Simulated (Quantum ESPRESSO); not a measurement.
# AlN (F-43m): from the cell to the phonon bands

Wanted: phonon bands, density of states and zone-centre response of AlN (F-43m).

Method: DFT LDA, scalar-relativistic, plane waves, PseudoDojo norm-conserving pseudopotentials, in Quantum ESPRESSO 7.5.

**1. Set-up**

It takes space group F-43m (No. 216, cubic). Conventional cell: a = 4.368 Å, b = 4.368 Å, c = 4.368 Å, α = 90.00°, β = 90.00°, γ = 90.00°. Al has 4 N at 1.89 Å nearest. Nearest to N lie 4 Al at 1.89 Å. Farther neighbours and most contacts between anions are not listed.

**2. A first look**

A cheap run with smearing and empty bands tells whether the crystal has a gap, which decides between fixed occupations and smearing later on.

probe.in

```
 &control
    calculation='scf',
    prefix='x',
    outdir='./tmp',
    pseudo_dir='./pseudo',
    tprnfor=.true.,
    tstress=.true.,
    verbosity='high',
 /
 &system
    ibrav=2,
    celldm(1)=8.25429937,
    nat=2,
    ntyp=2,
    ecutwfc=84.0,
    occupations='smearing',
    smearing='gaussian',
    degauss=0.01,
 /
 &electrons
    conv_thr=1.0d-07,
    mixing_beta=0.7,
    electron_maxstep=100,
 /
ATOMIC_SPECIES
 Al     26.9815  Al.upf
 N      14.0070  N.upf
ATOMIC_POSITIONS crystal
 Al     0.000000000   0.000000000   0.000000000
 N      0.750000000   0.750000000   0.750000000
K_POINTS automatic
 8 8 8 0 0 0
```

Started as:

```console
> OMP_NUM_THREADS=1 mpirun -n 4 pw.x -nk 4 -in probe.in > probe.out
```

Log:

```text
[banners, grids, parts of the stress and lines that vanish by symmetry left out]
Program PWSCF v.7.5
     bravais-lattice index     =            2
     lattice parameter (alat)  =       8.2543  a.u.
[...]
kinetic-energy cutoff     =      84.0000  Ry
     charge density cutoff     =     336.0000  Ry
     scf convergence threshold =      1.0E-07
[...]
Exchange-correlation= SLA  PW   NOGX NOGC
                           (   1   4   0   0   0   0   0)
[...]
24 Sym. Ops. (no inversion) found
[...]
(     0          1          0      )
                  (     0          0          1      )
[...]
(  0.0000000  1.0000000  0.0000000 )
                  (  0.0000000  0.0000000  1.0000000 )
[...]
(     1          0         -1      )
                  (     0          0         -1      )
[...]
(  0.0000000  1.0000000  0.0000000 )
[...]
(    -1          0          1      )
                  (    -1          0          0      )
[...]
(  0.0000000  0.0000000  1.0000000 )
                  (  0.0000000 -1.0000000  0.0000000 )
[...]
number of k points=    29  Gaussian smearing, width (Ry)=  0.0100
[...]
End of self-consistent calculation
[...]
the Fermi energy is     9.0377 ev
!    total energy              =     -25.68364344 Ry
[...]
convergence has been achieved in   8 iterations
[...]
atom    1 type  1   force =    -0.00000000    0.00000000    0.00000000
     atom    2 type  2   force =     0.00000000    0.00000000    0.00000000
[...]
Total force =     0.000000     Total SCF correction =     0.000000
[...]
total   stress  (Ry/bohr**3)                   (kbar)     P=      -47.94
[...]
XML data file, charge density, pseudopotentials, collected wavefunctions

   JOB DONE.
```

It took 1.8 s on 4 MPI ranks of AMD EPYC 9B45 (Zen 5), shared host; 6.5 s of CPU time.

Read from the output:

* volume per atom: 10.42 Å³
* pressure: -4.794 GPa
* gap on the k-mesh: 3.260 eV

A gap of 3.3 eV opens on this mesh, so the crystal is taken as an insulator; the start stands at -4.8 GPa.

**3. Relaxation**

The relaxation runs at a cutoff a fifth above that of the response, since stress converges more slowly with the basis than frequencies do. Forces and stress are brought to rest with tight thresholds.

relax.in

```
 &control
    calculation='vc-relax',
    prefix='x',
    outdir='./tmp',
    pseudo_dir='./pseudo',
    tprnfor=.true.,
    tstress=.true.,
    forc_conv_thr=2.0d-05,
    etot_conv_thr=1.0d-07,
    nstep=40,
 /
 &system
    ibrav=2,
    celldm(1)=8.25429937,
    nat=2,
    ntyp=2,
    ecutwfc=101,
    occupations='fixed',
    nbnd=6,
 /
 &electrons
    conv_thr=1.0d-11,
    mixing_beta=0.7,
    electron_maxstep=100,
 /
 &ions
 /
 &cell
    press_conv_thr=0.2,
 /
ATOMIC_SPECIES
 Al     26.9815  Al.upf
 N      14.0070  N.upf
ATOMIC_POSITIONS crystal
 Al     0.000000000   0.000000000   0.000000000
 N      0.750000000   0.750000000   0.750000000
K_POINTS automatic
 8 8 8 0 0 0
```

Started as:

```console
> OMP_NUM_THREADS=1 mpirun -n 4 pw.x -nk 4 -in relax.in > relax.out
```

Log:

```text
[banners, grids, parts of the stress and lines that vanish by symmetry left out]
[banner, memory and clock lines left out]
Program PWSCF v.7.5

[...]
kinetic-energy cutoff     =     101.0000  Ry
     charge density cutoff     =     404.0000  Ry
     scf convergence threshold =      1.0E-11
[...]
energy convergence thresh.=      1.0E-07
     force convergence thresh. =      2.0E-05
     press convergence thresh. =      2.0E-01
     Exchange-correlation= SLA  PW   NOGX NOGC
                           (   1   4   0   0   0   0   0)
[...]
24 Sym. Ops. (no inversion) found
[...]
number of k points=    29
[...]
End of self-consistent calculation
[...]
highest occupied, lowest unoccupied level (ev):     6.6468    9.9053
!    total energy              =     -25.68367886 Ry
[...]
convergence has been achieved in  14 iterations
[...]
atom    1 type  1   force =     0.00000000    0.00000000    0.00000000
     atom    2 type  2   force =     0.00000000    0.00000000    0.00000000
     Total force =     0.000000     Total SCF correction =     0.000000
[...]
total   stress  (Ry/bohr**3)                   (kbar)     P=      -48.35
[...]
number of bfgs steps    =   0
[...]
CELL_PARAMETERS (alat=  8.25429937)
[...]
ATOMIC_POSITIONS (crystal)
Al               0.0000000000        0.0000000000        0.0000000000
N                0.7500000000        0.7500000000        0.7500000000
[...]
New effective cutoffs (rho, wfc):  409.99  102.67
[...]
End of self-consistent calculation
[...]
highest occupied, lowest unoccupied level (ev):     6.9046   10.1754
!    total energy              =     -25.68424014 Ry
[...]
convergence has been achieved in   9 iterations
[...]
atom    1 type  1   force =    -0.00000000    0.00000000    0.00000000
     atom    2 type  2   force =     0.00000000    0.00000000    0.00000000
     Total force =     0.000000     Total SCF correction =     0.000000
[...]
total   stress  (Ry/bohr**3)                   (kbar)     P=        1.33
[...]
number of bfgs steps    =   1
[...]
CELL_PARAMETERS (alat=  8.25429937)
[...]
ATOMIC_POSITIONS (crystal)
Al               0.0000000000        0.0000000000        0.0000000000
N                0.7500000000        0.7500000000        0.7500000000
[...]
New effective cutoffs (rho, wfc):  409.81  102.63
[...]
End of self-consistent calculation
[...]
highest occupied, lowest unoccupied level (ev):     6.8977   10.1682
!    total energy              =     -25.68424053 Ry
[...]
convergence has been achieved in   9 iterations
[...]
atom    1 type  1   force =     0.00000000    0.00000000   -0.00000000
     atom    2 type  2   force =    -0.00000000    0.00000000   -0.00000000
     Total force =     0.000000     Total SCF correction =     0.000000
[...]
total   stress  (Ry/bohr**3)                   (kbar)     P=       -0.05
[...]
number of bfgs steps    =   2
[...]
small trust_radius: resetting bfgs history
[...]
CELL_PARAMETERS (alat=  8.25429937)
[...]
ATOMIC_POSITIONS (crystal)
Al              -0.0000000000       -0.0000000000        0.0000000000
N                0.7500000000        0.7500000000        0.7500000000
[...]
New effective cutoffs (rho, wfc):  409.82  102.63
[...]
End of self-consistent calculation
[...]
highest occupied, lowest unoccupied level (ev):     6.8980   10.1685
!    total energy              =     -25.68424053 Ry
[...]
convergence has been achieved in   6 iterations
[...]
atom    1 type  1   force =    -0.00000000   -0.00000000    0.00000000
     atom    2 type  2   force =     0.00000000    0.00000000    0.00000000
     Total force =     0.000000     Total SCF correction =     0.000000
[...]
total   stress  (Ry/bohr**3)                   (kbar)     P=        0.00
[...]
bfgs converged in   4 scf cycles and   3 bfgs steps
[...]
End of BFGS Geometry Optimization
     Final enthalpy           =     -25.6842405333 Ry
     File ./tmp/x.bfgs deleted, as requested
[...]
CELL_PARAMETERS (alat=  8.25429937)
[...]
ATOMIC_POSITIONS (crystal)
Al              -0.0000000000       -0.0000000000        0.0000000000
N                0.7500000000        0.7500000000        0.7500000000
[...]
Final scf calculation at the relaxed structure.
[...]
kinetic-energy cutoff     =     101.0000  Ry
     charge density cutoff     =     404.0000  Ry
     scf convergence threshold =      1.0E-13
[...]
press convergence thresh. =      2.0E-01
     Exchange-correlation= SLA  PW   NOGX NOGC
                           (   1   4   0   0   0   0   0)
[...]
24 Sym. Ops. (no inversion) found
[...]
number of k points=    29
[...]
c_bands:  1 eigenvalues not converged
     c_bands:  1 eigenvalues not converged
[...]
End of self-consistent calculation
[...]
highest occupied, lowest unoccupied level (ev):     6.8980   10.1685
!    total energy              =     -25.68423497 Ry
[...]
convergence has been achieved in  17 iterations
[...]
atom    1 type  1   force =    -0.00000000   -0.00000000    0.00000000
     atom    2 type  2   force =     0.00000000   -0.00000000    0.00000000
     Total force =     0.000000     Total SCF correction =     0.000000
[...]
total   stress  (Ry/bohr**3)                   (kbar)     P=        0.02
[...]
XML data file, charge density, pseudopotentials, collected wavefunctions
```

Run time: 6.1 s. Hardware: 4 MPI ranks.

The steps of the relaxation:

| step | energy less that of the first step (eV) | largest force (eV/Å) | pressure (GPa) | volume (Å³) |
| --- | --- | --- | --- | --- |
| 1 | 0.0000 | 0.0000 | -4.83 | 20.83 |
| 2 | -0.0076 | 0.0000 | 0.13 | 20.33 |
| 3 | -0.0076 | 0.0000 | -0.01 | 20.34 |
| 4 | -0.0076 | 0.0000 | 0.00 | 20.34 |
| 5 | -0.0076 | 0.0000 | 0.00 | 20.34 |

| conventional cell, symmetrised | before | after | change |
| --- | --- | --- | --- |
| a (Å) | 4.368 | 4.333 | -0.8 % |
| b (Å) | 4.368 | 4.333 | -0.8 % |
| c (Å) | 4.368 | 4.333 | -0.8 % |
| volume (Å³/atom) | 10.42 | 10.17 | -2.4 % |

The relaxed structure:

```xyz
2
Lattice="-2.1665 0.0000 2.1665 0.0000 2.1665 2.1665 -2.1665 2.1665 0.0000" Properties=species:S:1:pos:R:3 pbc="T T T"
Al    0.0000    0.0000    0.0000
N    -3.2498    3.2498    3.2498
```

The last row of the table of steps is pw.x's closing run on a basis chosen anew for the final cell, so its energy can jump.

Read from the output:

```yaml
volume_per_atom: 10.17 Å³
pressure: 0.002 GPa
gap_on_the_k_mesh: 3.271 eV
```

The volume changes by -2.4 % from the cell with which this run began.

**4. Self-consistent run for the response**

Perturbation theory inherits every error of the wavefunctions, so the threshold is set near the limit of the arithmetic. With a gap, occupations are fixed, which also allows the response to an electric field.

scf.in

```
 &control
    calculation='scf',
    prefix='x',
    outdir='./tmp',
    pseudo_dir='./pseudo',
    tprnfor=.true.,
    tstress=.true.,
 /
 &system
    ibrav=2,
    celldm(1)=8.18818813,
    nat=2,
    ntyp=2,
    ecutwfc=84.0,
    occupations='fixed',
    nbnd=6,
 /
 &electrons
    conv_thr=1.0d-12,
    mixing_beta=0.7,
    electron_maxstep=100,
 /
ATOMIC_SPECIES
 Al     26.9815  Al.upf
 N      14.0070  N.upf
ATOMIC_POSITIONS crystal
 Al     0.000000000   0.000000000   0.000000000
 N      0.750000000   0.750000000   0.750000000
K_POINTS automatic
 8 8 8 0 0 0
```

Started as:

```console
> OMP_NUM_THREADS=1 mpirun -n 4 pw.x -nk 4 -in scf.in > scf.out
```

Log:

```text
[banners, grids, parts of the stress and lines that vanish by symmetry left out]
[banner, memory and clock lines left out]
Program PWSCF v.7.5

[...]
kinetic-energy cutoff     =      84.0000  Ry
     charge density cutoff     =     336.0000  Ry
     scf convergence threshold =      1.0E-12
[...]
Exchange-correlation= SLA  PW   NOGX NOGC
                           (   1   4   0   0   0   0   0)
[...]
24 Sym. Ops. (no inversion) found
[...]
number of k points=    29
[...]
End of self-consistent calculation
[...]
highest occupied, lowest unoccupied level (ev):     6.8981   10.1686
!    total energy              =     -25.68419865 Ry
[...]
convergence has been achieved in  13 iterations
[...]
atom    1 type  1   force =     0.00000000    0.00000000   -0.00000000
     atom    2 type  2   force =     0.00000000    0.00000000    0.00000000
     Total force =     0.000000     Total SCF correction =     0.000000
[...]
total   stress  (Ry/bohr**3)                   (kbar)     P=        0.12
[...]
XML data file, charge density, pseudopotentials, collected wavefunctions
```

The job ended after 2 s (4 MPI ranks).

This step gave:

- pressure: 0.01200 GPa
- gap on the k-mesh: 3.270 eV

The cell stands at 0.012 GPa, close enough for phonons.

(Part 1 of 3 ends here.)

[Host names and launcher messages were left out of these logs when they were recorded.]

[Logs are printed without paths, hosts, clocks, repeated set-up lines and the standing remarks that a program may print on its own settings, such as how far it seeks lower states.]

[Hosts, paths, dates, database ids (printed as entryN), source tags and the programs' standing remarks are cut or masked in the printed files.]
